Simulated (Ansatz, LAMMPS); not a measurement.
**Forces and charges in amorphous polycarbonate of ethylene (as short chains C26O24H38) at 300 K (176 atoms)**

Aim: energy, forces, charges and density of states of amorphous polycarbonate of ethylene (as short chains C26O24H38) at 300 K (176 atoms) at a fixed geometry.

Main program and level: Ansatz 0.2.0; Kohn-Sham DFT, PBE+D3(BJ), PAW (set soft_2), plane waves.

### Step 1. Starting point

The cell holds 176 atoms: 52 C, 48 O and 76 H. Cell: a = 12.180 Å, b = 12.180 Å, c = 12.180 Å, α = 90.0°, β = 90.0°, γ = 90.0°. 2 polycarbonate of ethylene chains of 8 units with methyl end groups placed at random, at 1.35 g/cm³; overlaps pushed apart, then 20 ps at 800 K with MMFF94 bonds, angles, torsions, charges and radii (Halgren, J. Comput. Chem. 17, 490 (1996)) in harmonic and 12-6 forms. Snapshot after 30 ps at 300 K and fixed volume.

Limits known from the start: The network of contacts between molecules at the start is that of the classical potential that made the cell, and needn't be the one that DFT or experiment would give. The density was typed from a rule of thumb and may lie off the real one at this temperature. Sampling is at Γ alone, for a cell whose shortest periodic width is 12 Å.

### Step 2. How the cell was made

A classical potential makes the cell, at a small fraction of what the same run would cost in DFT.

This step: classical MD, MMFF94 bonds, angles, torsions, charges and radii (Halgren, J. Comput. Chem. 17, 490 (1996)) in harmonic and 12-6 forms; charges of ions scaled by 0.8 (LAMMPS 22 Jul 2025 - Update 4).

in.lmp

```
# amorphous polycarbonate of ethylene
units real
atom_style full
boundary p p p
bond_style harmonic
angle_style harmonic
dihedral_style opls
improper_style harmonic
special_bonds lj 0 0 0.5 coul 0 0 0.75
read_data data.lmp
neigh_modify delay 0 every 1 check yes one 4000
comm_modify cutoff 12.0
timestep 0.5
thermo_style custom step time temp pe press density
thermo_modify norm yes
# push overlapping molecules apart
pair_style soft 2.6
pair_coeff * * 0.0
variable a equal ramp(1,60)
fix ad all adapt 1 pair soft a * * v_a
velocity all create 800 649890 mom yes dist gaussian
fix lim all nve/limit 0.03
fix lan all langevin 800 800 50 649891 zero yes
thermo 1000
run 3000 post no
unfix ad
pair_style lj/cut/coul/long 9.0
pair_modify mix arithmetic tail yes
pair_coeff 1 1 0.0678 3.3680   # C
pair_coeff 2 2 0.0763 3.0430   # O
pair_coeff 3 3 0.0678 3.4070   # C
pair_coeff 4 4 0.0763 2.9870   # O
pair_coeff 5 5 0.0216 2.5400   # H
kspace_style pppm 1.0e-4
# [... 17 lines left out ...]
compute msd all msd com yes
thermo 7500
fix md all nvt temp 300 300 100
run 30000 post no
print "== T300: mean square displacement over the hold $(c_msd[4]:%.2f) A^2"
unfix md
uncompute msd
write_dump all custom T300.dump id type xs ys zs modify sort id
```

The run is started by

```console
$ lmp -in in.lmp -log none -nocite
```

Numbers of over 12 decimals in the logs are rounded to 6 here.

The program printed:

```text
LAMMPS (22 Jul 2025 - Update 4)
Reading data file ...
  orthogonal box = (0 0 0) to (12.18032 12.18032 12.18032)
  176 atoms
  orthogonal box = (0 0 0) to (12.18032 12.18032 12.18032)
  174 bonds
  296 angles
  322 dihedrals
  16 impropers
   Step          Time           Temp          PotEng         Press         Density
         0   0              800            0.79949096     2766.8434      1.35
      1000   500            669.94876      3.74522        34559.751      1.35
      2000   1000           657.6762       2.9292081      40949.487      1.35
      3000   1500           650.66082      3.1766705      54794.32       1.35
Loop time of 0.437546 s on 1 MPI rank(s) for 3000 steps with 176 atoms
PPPM initialization ...
  G vector (1/distance) = 0.30555555
  grid = 8 8 8
  estimated relative force accuracy = 2.2352449e-05
   Step          Time           Temp          PotEng         Press         Density
      3000   1500           650.66082     -1.0091804      24041.581      1.35
      3100   1550           650.66082     -3.4569211      14838.644      1.35
      3200   1600           650.66082     -3.5091476      13405.841      1.35
      3300   1650           650.66082     -3.5525591      12419.378      1.35
Loop time of 0.628768 s on 1 MPI rank(s) for 300 steps with 176 atoms
Minimization stats:
  Stopping criterion = max iterations
  Energy initial, next-to-last, final =
     -1.00918039041669  -3.55233690373095  -3.55255913116498
  Force two-norm initial, final = 799.73197 7.8277808
  Iterations, force evaluations = 300 600
   Step          Time           Temp          PotEng         Press         Density
         0   0              800           -3.5525591      14389.998      1.35
      1000   500            636.21274     -1.6006194      4679.9197      1.35
      2000   1000           652.32142     -1.5822641      5728.4321      1.35
Loop time of 1.53667 s on 1 MPI rank(s) for 2000 steps with 176 atoms
   Step          Time           Temp          PotEng         Press         Density
      2000   1000           652.32142     -1.5822641      5728.4321      1.35
[... 5 lines left out ...]
Loop time of 15.937 s on 1 MPI rank(s) for 20000 steps with 176 atoms
   Step          Time           Temp          PotEng         Press         Density
[... 4 lines left out ...]
Loop time of 15.6021 s on 1 MPI rank(s) for 20000 steps with 176 atoms
   Step          Time           Temp          PotEng         Press         Density
[... 2 lines left out ...]
     52500   51500          336.38635     -2.8779703     -5523.8142      1.35
     60000   59000          333.33137     -2.7825986      4377.3008      1.35
     67500   66500          315.07333     -2.857271       6848.1995      1.35
     72000   71000          298.449       -2.7928817     -33.377915      1.35
Loop time of 22.8023 s on 1 MPI rank(s) for 30000 steps with 176 atoms
== T300: mean square displacement over the hold 2.20 A^2
```

It took 57 s on 1 thread of Arm Neoverse V1, shared host; peak memory 0.13 GiB.

The input also reads data.lmp (atoms, bonds and types; not printed here).

### Step 3. Plane-wave single point

One self-consistent run at the given positions yields energy and forces.

input.yaml

```yaml
crystal:
  lattice:
    - [12.18032, 0.0, 0.0]
    - [0.0, 12.18032, 0.0]
    - [0.0, 0.0, 12.18032]
  atoms:
    - { symbol: C, position: [0.52196, 0.06107, 0.4782] }
    - { symbol: O, position: [0.5348, 0.17675, 0.45479] }
    - { symbol: C, position: [0.60486, 0.22317, 0.53091] }
    - { symbol: O, position: [0.64068, 0.18387, 0.61617] }
    - { symbol: O, position: [0.64037, 0.32534, 0.49298] }
    - { symbol: C, position: [0.68933, 0.39129, 0.57704] }
    - { symbol: C, position: [0.81468, 0.36262, 0.58526] }
    - { symbol: O, position: [0.83915, 0.39239, 0.69246] }
    - { symbol: C, position: [0.85446, 0.50229, 0.71034] }
    - { symbol: O, position: [0.83378, 0.57447, 0.64673] }
    - { symbol: O, position: [0.88227, 0.51516, 0.81732] }
    - { symbol: C, position: [0.92044, 0.42515, 0.87876] }
    - { symbol: C, position: [0.92539, 0.4714, 0.99408] }
    - { symbol: O, position: [0.81574, 0.47773, 0.03919] }
    - { symbol: C, position: [0.76142, 0.37783, 0.05853] }
    - { symbol: O, position: [0.80286, 0.28843, 0.04104] }
    - { symbol: O, position: [0.65662, 0.39181, 0.0993] }
    - { symbol: C, position: [0.59872, 0.29415, 0.12617] }
    - { symbol: C, position: [0.5441, 0.23202, 0.02824] }
    - { symbol: O, position: [0.61382, 0.14636, 0.98954] }
    - { symbol: C, position: [0.67388, 0.17584, 0.89568] }
    - { symbol: O, position: [0.67658, 0.26848, 0.85495] }
    - { symbol: O, position: [0.74099, 0.09354, 0.86104] }
    - { symbol: C, position: [0.8212, 0.12054, 0.78109] }
    - { symbol: C, position: [0.93088, 0.10662, 0.83061] }
    - { symbol: O, position: [0.01484, 0.12939, 0.75771] }
    - { symbol: C, position: [0.11559, 0.10535, 0.79856] }
    - { symbol: O, position: [0.1407, 0.06912, 0.88882] }
    - { symbol: O, position: [0.19046, 0.12595, 0.71565] }
    - { symbol: C, position: [0.29756, 0.10397, 0.75295] }
    - { symbol: C, position: [0.36154, 0.20838, 0.78791] }
    - { symbol: O, position: [0.35963, 0.28684, 0.69741] }
    [... 138 atom lines left out ...]
    - { symbol: H, position: [0.60534, 0.86367, 0.88536] }
    - { symbol: H, position: [0.69913, 0.69694, 0.94877] }
    - { symbol: H, position: [0.64975, 0.6321, 0.8185] }
    - { symbol: H, position: [0.46015, 0.69822, 0.88387] }
    - { symbol: H, position: [0.51786, 0.58775, 0.96464] }
    - { symbol: H, position: [0.5267, 0.72824, 0.0091] }
kpoints:
  mp_grid: { grid: [1, 1, 1] }
hamiltonian:
  xc: pbe
  dispersion: d3bj
scf:
  occupations: { method: fixed }
output:
  forces: true
  stress: true
  populations: true
  dos:
    method: { smearing: { sigma: 0.08 } }
    de: 0.1
    projected: { site_lists: { C: [C], H: [H], O: [O] } }
  eigenvalues: true
  write_density: true
  write_potential: true
  volumetric_format: npy
```

The run is started by

```console
$ ansatz run input.yaml --threads 8 --pin off --max-ram 15872MiB --backend cpu --events-out ev --progress --plain --runs-dir out
```

The program printed:

```text
Engine: ansatz 0.2.0, aarch64-unknown-linux-gnu
Pseudopotentials: kind: paw
Pseudopotential: C, paw, valence charge 4, recommended cutoff 420 eV (normal), C.paw.azcp
Pseudopotential: O, paw, valence charge 6, recommended cutoff 420 eV (normal), O.paw.azcp
Pseudopotential: H, paw, valence charge 1, recommended cutoff 420 eV (normal), H.paw.azcp
[... 5 lines on functional and potentials left out ...]
Crystal: 176 atoms, lattice volume = 1807.075 Å³
Basis set: ecut = 420 eV, 35513 PW (Γ), exchange–correlation on 180×180×180 points (8 copies of the dense FFT grid, shifted against one another)
Bands: 462, of which v1, the nominal top of the filled ones, is band 286 counted from 1 (285 counted from 0)
Symmetry: 1 space group operations
Space group: P1 (ITA 1), of the structure as read, at distance tolerance 1.2e-4 Å
k-points: 1
[... 7 lines on functional and potentials left out ...]
Initial density: superposition of atomic densities (neutral atoms: chi_scale 0, normalization atom), corrected by the library's trained network
Initial wavefunctions: pseudopotential atomic-orbital guess
Functional: x = pbe(κ = 0.804, μ = 0.219515), c = pbe(β = 0.066725)
SCF iter   1: F=—  HF=-41474.108805 eV  |F-HF|=—  |Δ(HF+E_count)|=         —  Δρ=5.17e-3  dr2=5.35e-1  ethr=1.77e-3  ⟨swp⟩=5.0  Hψ=1587  notcnv=0  defer=172
preconditioner: auto → Resta (q_TF=auto, 2.252 Å⁻¹)  ε∞=2.5  [insulator: Δε(μ)=5.340 eV  Ē_g=17.116 eV  n_scr=364 (ndim 8)  ℏωp=20.9 eV  f_vac=0.245  ε∞_Penn≈2.5]
SCF iter   2: F=—  HF=-41474.018862 eV  |F-HF|=—  |Δ(HF+E_count)|=   8.99e-2  Δρ=2.60e-3  dr2=1.21e-1  ethr=9.35e-5  ⟨swp⟩=3.0  Hψ=820  notcnv=0  defer=174
SCF iter   3: F=—  HF=-41474.015515 eV  |F-HF|=—  |Δ(HF+E_count)|=   3.35e-3  Δρ=1.52e-3  dr2=4.54e-2  ethr=2.12e-5  ⟨swp⟩=3.0  Hψ=583  notcnv=0  defer=174
SCF iter   4: F=—  HF=-41474.008394 eV  |F-HF|=—  |Δ(HF+E_count)|=   7.12e-3  Δρ=4.68e-4  dr2=4.93e-3  ethr=7.93e-6  ⟨swp⟩=2.0  Hψ=571  notcnv=0  defer=174
SCF iter   5: F=—  HF=-41474.007900 eV  |F-HF|=—  |Δ(HF+E_count)|=   4.94e-4  Δρ=2.02e-4  dr2=8.44e-4  ethr=8.62e-7  ⟨swp⟩=2.0  Hψ=551  notcnv=0  defer=174
SCF iter   6: F=—  HF=-41474.007846 eV  |F-HF|=—  |Δ(HF+E_count)|=   5.40e-5  Δρ=1.04e-4  dr2=1.77e-4  ethr=1.48e-7  ⟨swp⟩=2.0  Hψ=580  notcnv=0  defer=174
SCF iter   7: F=—  HF=-41474.007830 eV  |F-HF|=—  |Δ(HF+E_count)|=   1.52e-5  Δρ=2.76e-5  dr2=1.20e-5  ethr=3.10e-8  ⟨swp⟩=2.0  Hψ=578  notcnv=0  defer=168
SCF iter   8: F=—  HF=-41474.011617 eV  |F-HF|=—  |Δ(HF+E_count)|=   3.79e-3  Δρ=1.78e-5  dr2=4.93e-6  ethr=2.09e-9  ⟨swp⟩=2.0  Hψ=745  notcnv=0  defer=169
SCF iter   9: F=—  HF=-41474.011616 eV  |F-HF|=—  |Δ(HF+E_count)|=   7.04e-7  Δρ=4.52e-6  dr2=3.32e-7  ethr=8.61e-10  ⟨swp⟩=2.0  Hψ=579  notcnv=0  defer=169
SCF iter  10: F=-41474.011616 eV  HF=-41474.011616 eV  |F-HF|=7.25e-9  |Δ(HF+E_count)|=   6.22e-8  Δρ=1.69e-6  dr2=4.88e-8  ethr=1.75e-11  ⟨swp⟩=20.0  Hψ=4214  notcnv=0
SCF 1 converged in 10 iterations: F = -41474.011616 eV  dr2 = 4.88e-8
  greatest PAW one-centre occupation: 0.880 electrons in one spin orbital (limit 2), on the O atom at site 109 (counted from 0), in its partial waves of l = 0
WARN: The input density's exchange-correlation potential varies sharply where the density is thin. Do not read a vacuum level from v_tot or v_xc, or from such a field of the output density. On a cell that repeats whose density bears no net charge and no dipole along the vacuum's axis use v_es (v_loc + v_h of the components); [...]
SCF converged after 10 iterations
Free energy (F): -41474.011616 eV
Harris-Foulkes:  -41474.011616 eV  (|F-HF|=7.25e-9)
Internal energy: -41474.011616 eV  (E = F + TS)
E sigma→0 (E₀):  -41474.011616 eV
Fermi energy:    -0.492163 eV
--- Per-component energies (eV) ---
  E_band       = -4688.030069
  E_kinetic    = 14185.167998
  E_local      = -47446.377091  (includes V_loc(G=0)·N_el)
  E_nonlocal   = 3847.350918
  E_hartree    = 17646.584817
  E_xc         = -6680.614959
  E_vxc        = -8435.713908  (∫ρ·V_xc dr)
  E_paw        = -12804.324985  (= ΣΔE_a)
  E_vpaw       = -2131.641448  (= ΣTr[D̂ρ^β])
  E_aug_tail   = 0.013048  (compensation charges beyond the density's cutoff)
  E_ewald      = -10212.315993
  E_disp       = -9.495368  (pairwise vdW)
  E_smearing   = -0.000000  (= −TS)
  E_closure    = 0.000000  (closes the sum)
  Σ components = -41474.011616   (vs F -41474.011616, Δ=0.00e0)
--- Forces (eV/Å), atoms counted from 1 ---
  atom   1  C      0.46970188    -1.64960011    -0.75716540
  atom   2  O      1.53542598     0.34517619     0.90174954
  atom   3  C      1.01314621     0.92162994    -0.42919570
  atom   4  O     -0.96887090    -0.04431114    -0.88369716
  atom   5  O     -1.57244295    -1.32531433    -0.67639006
  atom   6  C      0.11689083     0.01074230    -1.00777258
  atom   7  C     -3.04122903     0.12907147     0.07155931
  atom   8  O      1.56766734    -0.16661578     1.56994600
  atom   9  C     -0.73577308    -1.63399816     1.37906686
  atom  10  O      0.39188089     0.77114150    -0.32750991
  atom  11  O     -0.94416709     1.73071629    -1.81885887
  atom  12  C      1.55181642     1.09740231     0.70988064
  atom  13  C     -0.09531160    -1.32746941     0.01826588
  atom  14  O     -1.44264607    -0.60376374     0.60289467
[...]
atom 175  H     -0.06063428     0.33050796    -0.00892028
  atom 176  H     -0.35003469     0.30980961     0.89120098
  max |Σ_I F_I| component: 1.71e-4 eV/Å
--- Stress (GPa, compression-positive) ---
       -0.376440      -0.463677      -0.141733
       -0.463676       0.566233       0.115916
       -0.141734       0.115916       1.330831
  P = ⅓ Tr σ = 0.5069 GPa (5.069 kbar)
--- Band table (eV) ---
  k-point 0: bands = ["-23.6803", "-23.3107", "-23.2223", "-23.1772", [... 446 levels ...], "11.7908", "11.8028", "11.8625", "11.8872", "11.9124", "11.9551", "11.9672", "12.0102", "12.0376", "12.0541", "12.1070", "12.1165"]
--- Löwdin populations: 176 sites ---
  site symbol       q [e]
     0      C      4.2217
     1      O      6.2727
     2      C      3.3178
[...]
175      H      0.8239
  spilling = 0.012701 (of n_electrons = 572.000000)
```

Run time: 22 s. Hardware: 8 threads of Arm Neoverse V1, shared host; peak memory 2.6 GiB.

The column dr2 measures how far the density is from self-consistency, as an energy; F and HF (Harris–Foulkes) agree once it is small.

The program notes that the exchange-correlation potential is rough where the density is thin.

Numbers from this run:

| Property | Result |
| --- | --- |
| free energy | -41474.0116 eV |
| free energy per atom | -235.6478 eV/atom |
| SCF cycles | 10 |
| pressure | 0.5069 GPa |
| r.m.s. force component | 0.9269 eV/Å |
| longest force | 3.625 eV/Å |
| Fermi energy | -0.4922 eV |
| gap (highest filled to lowest empty level) | 5.125 eV |
| spilling of the projection | 0.0127 |

Neighbours are counted within 1.34 Å (H-C), 1.85 Å (C-C), 1.73 Å (C-O).

Length of the force by element and coordination:

```
element  coordination  atoms  mean length of the force (eV/Å)  spread   least  most
      C           all     52                             1.88   0.812   0.261  3.62
      C             3     16                             1.71   0.823   0.261  3.17
      C             4     36                             1.96   0.796   0.604  3.62
      H           all     76                            0.977   0.550   0.230  3.06
      O           all     48                             1.57   0.676  0.0715  3.56
      O             1     16                             1.37   0.484   0.691  2.42
      O             2     32                             1.66   0.735  0.0715  3.56
```

Löwdin charges by element and coordination (they lack the spilled electrons, 0.041 e an atom on average):

```
element  coordination  atoms  mean charge (e)  spread   least     most
      C           all     52            0.142   0.381  -0.475    0.707
      C             3     16            0.699  0.0074   0.682    0.707
      C             4     36           -0.105   0.103  -0.475  -0.0405
      H           all     76            0.200  0.0148   0.166    0.239
      O           all     48           -0.320  0.0755  -0.451   -0.247
      O             1     16           -0.425  0.0122  -0.451   -0.400
      O             2     32           -0.267  0.0151  -0.298   -0.247
```

Density of states as counts of states in windows of 1 eV (from the Fermi level), total and the larger projections:

```
from (eV)  to (eV)  total   O p   C p  H s  O s  C s
      -14      -13   19.6   4.2   2.1  3.0  0.5  9.5
      -13      -12   11.4   2.4   1.4  1.8  0.6  5.1
      -12      -11   14.0   4.7   2.0  1.9  0.4  4.7
      -11      -10   13.4   4.1   2.5  2.0  0.6  4.0
      -10       -9    8.7   2.5   1.8  1.5  0.3  2.5
       -9       -8   21.8   5.7   7.3  3.5  1.5  3.3
       -8       -7   39.5  12.7  14.7  5.5  2.6  3.2
       -7       -6   34.1  15.2  12.8  2.6  2.3  0.6
       -6       -5   52.7  23.9  17.6  4.7  4.8  0.9
       -5       -4   49.1  19.8  19.7  6.2  2.3  0.5
       -4       -3   44.4  18.6  17.4  6.1  1.5  0.4
       -3       -2   53.1  22.4  17.5  9.7  2.4  0.3
       -2       -1   50.7  33.1   9.1  7.1  0.6  0.3
       -1        0   60.3  48.8   6.7  3.7  0.1  0.3
        0        1    2.1   1.8   0.2  0.1  0.0  0.0
        1        5    0.0   0.0   0.0  0.0  0.0  0.0
```

The curve was stored every 0.10 eV, coarse against its broadening of 0.08 eV, so these counts are rough.

With fixed occupations the program's Fermi level is the highest filled level; weight inside the gap is the broadening of levels at its edges.

Between -24 and -14 eV lie 97 more states.

The levels nearest the highest filled one (over half full), pooled over k-points and spins:

```
level less the highest filled one (eV)  occupation
                                -0.295           2
                                 -0.24           2
                                -0.202           2
                                -0.161           2
                               -0.0734           2
                                     0           2
                                  5.12           0
                                  5.17           0
                                  5.28           0
                                  5.41           0
                                  5.44           0
                                  5.47           0
```

Electrostatic potential energy in the bc plane at fractional x = 0.305, with atoms of C and H and O within 0.2 Å of it. With pseudopotentials it is smooth inside the atoms' cores, unlike the true potential.

Values in eV, 13 rows by 16 columns, each cell a mean:
```
  6   6   5   5   5   2 -11   1   3   0   4   5   6   5   6   6
  0   3   4 -11  -4   4   2   5   6   6   5   5   5   5   5   5
-15 -22 -11  -9   0   4   5   6   6   6   5   4   2   4   5   4
 -1 -28 -15  -1  -4   1   3   5   6   5   5   2 -20  -1   4   4
  3   2   4   5   3   3  -1   0   5   6   6   2 -28 -21   2   5
  6   6   6   6   5  -2 -31 -25   3   6   6   4  -1   2   6   6
  7   6   4   5   4 -12  -9 -18  -5   5   6   5   6   7   7   7
  7   4 -16   2   5   5   5   4   5   6   6   6   7   7   7   7
  6   5   2   3   5   5   6   6   6   5   6   6   6   7   7   7
  5   5   4   4   4   5   6   6   2   1   3   5   5   4   5   6
  5   5 -13 -11  -3   1   5  -6 -36 -10   2   5   3 -18   1   5
  1   5   3   1 -17 -25  -1  -8 -24   0   5   5  -3 -36 -13   3
  4   5   6   6  -7 -20 -21 -18 -25 -17   4   5   3  -8   0   4
```
Columns run along b (12.2 Å; values clipped at the 3rd and 97th percentile), rows up along c (12.2 Å). Atoms in or near the plane, at fractional coordinates: C at (0.10, 0.75), C at (0.42, 0.56), C at (0.84, 0.10), H at (0.04, 0.82), H at (0.23, 0.86), H at (0.34, 0.51), H at (0.48, 0.49), H at (0.84, 0.19), O at (0.52, 0.17), O at (0.31, 0.08), H at (0.77, 0.73), H at (0.58, 0.01), H at (0.15, 0.41).

(Part 1 of 2 ends here.)

[Logs are printed without paths, hosts, clocks, repeated set-up lines and the standing remarks that a program may print on its own settings, such as how far it seeks lower states.]

[Hosts, paths, dates, database ids (printed as entryN), source tags and the programs' standing remarks are cut or masked in the printed files.]

[The MMFF94 radii named for the starting cell were scaled by 0.96; in molecules described by MMFF94, hydrogen bound to N, O or S took a small fixed 12-6 site in their place.]
